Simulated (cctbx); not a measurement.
# Accept or mend?

Cell a = 6.6520 Å, b = 6.6520 Å, c = 4.2720 Å, α = 90.00°, β = 90.00°, γ = 90.00°; space group P-42_1m (no. 113).

The data are simulated with cctbx, not measured: synchrotron X-rays, λ = 0.6889 Å, to d = 0.77 Å, 80 % of the full sphere, strongest reflection 40000 counts, noise from counting, a 6 % proportional error and a noise floor of 2 counts (s.d.); no absorption.

An anisotropic refinement with weights 1/σ² prints:

```text
Rint 0.041, 245 unique reflections to 0.77 A
cycle     R1     wR2    GooF  max shift (A)
   1  0.0285  0.1014   3.496   0.00093
   2  0.0288  0.1004   3.462   0.00000
final R1 0.0288 wR2 0.1004 GooF 3.462  parameters 12  data/parameter 20.4
atom        x        y        z      Ueq    occ   su(xyz)  su(Uiso or U11)
Re1    0.20276  0.70276  0.27378   0.0040  1.000  0.00023  0.0004
Sm1    0.50000  0.00000  0.20608   0.0037  1.000  0.00038  0.0005
Na1    0.50000  0.50000  0.00000   0.0097  1.000  0.00000  0.0033
Flack x: 0.978(18)
Hooft y: 1.003(21)  Bijvoet pairs: 88
difference map: max 2.51 min -1.40 rms 0.31
Q1    0.1999  0.6999  0.2907    4    2.54  0.08 A from Re1
Q2    0.0000  0.5000  0.7670    2    1.31  0.12 A from Sm1
Q3    0.0686  0.7047  0.1354    8    0.94  1.07 A from Re1
Q4    0.0000  0.0000  0.0000    2    0.82  0.00 A from Na1
Q5    0.1777  0.7966  0.8958    8    0.80  1.74 A from Re1
Q6    0.0595  0.7347  0.3689    8    0.79  1.06 A from Re1
```

**Question.** Can this result stand? If not, what is the likely fault?

Mend it. The fault: the structure inverted. Against the right model at the same level, R1 goes from 0.0112 to 0.0288 and GooF from 0.93 to 3.46 and the top difference peak, 2.5 e/Å³, lies on Re1. Only the Bijvoet differences see the inversion, so R1 moves little while x goes to 1 − x. Flack x = 0.978 with s.u. 0.018: x is within 3 s.u. of 1: the model is inverted.

The compound is NaSmRe2. The right model at the same level gives:

```text
Rint 0.041, 245 unique reflections to 0.77 A
cycle     R1     wR2    GooF  max shift (A)
   1  0.0114  0.0273   0.941   0.00005
   2  0.0112  0.0270   0.930   0.00000
final R1 0.0112 wR2 0.0270 GooF 0.930  parameters 12  data/parameter 20.4
atom        x        y        z      Ueq    occ   su(xyz)  su(Uiso or U11)
Re1    0.79720  0.29720  0.72601   0.0039  1.000  0.00006  0.0001
Sm1    0.50000  0.00000  0.79397   0.0033  1.000  0.00010  0.0001
Na1    0.50000  0.50000  0.00000   0.0074  1.000  0.00000  0.0009
Flack x: 0.019(15)
Hooft y: 0.010(20)  Bijvoet pairs: 88
difference map: max 0.72 min -1.29 rms 0.23
Q1    0.0926  0.2964  0.6539    8    0.75  1.99 A from Re1
Q2    0.9984  0.2053  0.1475    8    0.74  1.50 A from Na1
Q3    0.0627  0.7081  0.6510    8    0.70  0.99 A from Re1
Q4    0.9972  0.3717  0.1622    8    0.66  0.87 A from Sm1
Q5    0.9845  0.2012  0.3443    8    0.64  1.99 A from Na1
Q6    0.0547  0.4453  0.9250    4    0.60  1.31 A from Sm1
```

The model is made up (kin elements in a known structure type, no relaxation), so it says nothing on whether the phase exists.

[Middle refinement cycles are left out of these outputs.]

[Logs are printed without paths, hosts, clocks, repeated set-up lines and the standing remarks that a program may print on its own settings, such as how far it seeks lower states.]
